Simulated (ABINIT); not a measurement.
An input for ABINIT 10.8.3 (SiC (Moissanite)):

```
acell 3*1.0 Angstrom
rprim 
  3.081000000023 -0.000000000005 0.000000000000
  -1.540500000007 2.668224269083 0.000000000000
  0.000000000000 0.000000000000 15.124800000000
ntypat 2
znucl 14 6
natom 12
typat 1 1 1 1 1 1 2 2 2 2 2 2
xred 
  0.000000000000 0.000000000000 0.000000000000
  0.000000000000 0.000000000000 0.500000000000
  0.333333333333 0.666666666667 0.166400000000
  0.666666666667 0.333333333333 0.666400000000
  0.666666666667 0.333333333333 0.332900000000
  0.333333333333 0.666666666667 0.832900000000
  0.333333333333 0.666666666667 0.041200000000
  0.666666666667 0.333333333333 0.541200000000
  0.666666666667 0.333333333333 0.208000000000
  0.333333333333 0.666666666667 0.708000000000
  0.000000000000 0.000000000000 0.374600000000
  0.000000000000 0.000000000000 0.874600000000
pp_dirpath "pseudos"
pseudos "Si.upf, C.upf"
ecut 37
ngkpt 3 3 1
nshiftk 1
shiftk 0 0 0
kptopt 1
chksymbreak 0
istwfk *1
occopt 1
irdwfk 1
optdriver 4
nband 235
gwcalctyp 10
ecutsigx 37
symsigma 1
nkptgw 3
kptgw 
  0.0000000000 0.0000000000 0.0000000000
  0.3333333333 0.0000000000 0.0000000000
  0.3333333333 0.3333333333 0.0000000000
bdgw 
  1 37
  1 37
  1 37
ecuteps 5.7
irdscr 1
ppmodel 1
indata_prefix "in"
outdata_prefix "out"
tmpdata_prefix "tmp"
```

```sh
OMP_NUM_THREADS=1 mpirun -n 8 abinit run.abi > log
```

Q: Estimate wall time and host memory on 8 MPI ranks of Arm Neoverse V1, shared host.

It took 3.6 min; on shared hardware allow 1.8 min to 7.1 min. Peak host memory was 3.6 GiB.

[Paths, hosts, dates, memory and timing lines, banners, echoed tables and standing remarks are left out of the program output.]

[Logs are printed without paths, hosts, clocks, repeated set-up lines and the standing remarks that a program may print on its own settings, such as how far it seeks lower states.]

[Runs of the session that timed out or met a known fault of the program may be left out.]

[Hosts, paths, dates, database ids (printed as entryN), source tags and the programs' standing remarks are cut or masked in the printed files.]

[G0W0 gaps are taken among the corrected bands and points alone; a level outside them can change the order at an edge.]

[Where Ansatz stands beside ABINIT at settings called matched, ABINIT's density can come from a denser mesh and the files from another edition; pairs whose starting gaps differed by over 0.03 eV were left out, so agreement reads better than it is.]
